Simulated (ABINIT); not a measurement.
Records of electronic-structure calculations.

```
! title: Li3OCl (Pm-3m): a self-consistent loop beyond G0W0, cycle by cycle
! method: RPA screening on PBEsol from quasiparticle energies, plane waves, norm-conserving pseudopotentials (and 5 further levels or steps)
! program: ABINIT 10.8.3
! settings: cutoff 36 Ha, PseudoDojo scalar-relativistic 0.4.1 standard, norm-conserving, ngkpt (4, 4, 4), nband 66, ecuteps 3.9 Ha, gwcalctyp 10, inclvkb 2, shiftk (0, 0, 0), symchi 1, awtr 1, frequency ppm, cycle 4, q points all but q = 0, 4×4×4 k-mesh
! cost: 18 runs, 11 min in all on 8 MPI ranks of Arm Neoverse V1, shared host
! notes: The program’s warnings: nkpt*nsppol () is not a multiple of nproc spkpt (). The cell and positions are those that the Materials Project relaxed with its own functionals (PBE, PBE+U or r2SCAN), kept fixed. The first cycle of evGW0 takes the full correction, without the factor Z, so it overshoots the one-shot value. The 4×4×4 mesh is coarse for this cell, which bears on the long-range parts of exchange and screening.
! G0W0: 6.709 eV
! evGW0, cycle 1: 7.201 eV
! evGW0, cycle 2: 7.103 eV
! evGW0, cycle 3: 7.102 eV
! evGW, cycle 1: 7.760 eV
! evGW, cycle 2: 7.868 eV
! evGW, cycle 3: 7.884 eV
! evGW, cycle 4: 7.887 eV
! known limits: short of the basis limit; coarse k mesh
CELL_PARAMETERS angstrom
3.90834 0.00000 0.00000
0.00000 3.90834 0.00000
0.00000 0.00000 3.90834
ATOMIC_POSITIONS crystal
Li 0.00000 0.50000 0.50000
Li 0.50000 0.00000 0.50000
Li 0.50000 0.50000 0.00000
Cl 0.00000 0.00000 0.00000
O 0.50000 0.50000 0.50000
```

[Long decimals in the printed logs are rounded to 6 places.]

[Logs are printed without paths, hosts, clocks, repeated set-up lines and the standing remarks that a program may print on its own settings, such as how far it seeks lower states.]

[Paths, hosts, dates, memory and timing lines, banners, echoed tables and standing remarks are left out of the program output; an Ansatz launch command may be rebuilt from the run's recorded settings. Measured values are a selection of at most five: reports struck by readers or far from the other reports are left out. None is set beside runs whose start may be inverted or whose files or cutoffs have a known fault.]

[Runs of the session that timed out or met a known fault of the program may be left out.]

[Hosts, paths, dates, database ids (printed as entryN), source tags and the programs' standing remarks are cut or masked in the printed files.]

[G0W0 gaps are taken among the corrected bands and points alone; a level outside them can change the order at an edge.]

[Where Ansatz stands beside ABINIT at settings called matched, ABINIT's density can come from a denser mesh and the files from another edition; pairs whose starting gaps differed by over 0.03 eV were left out, so agreement reads better than it is.]
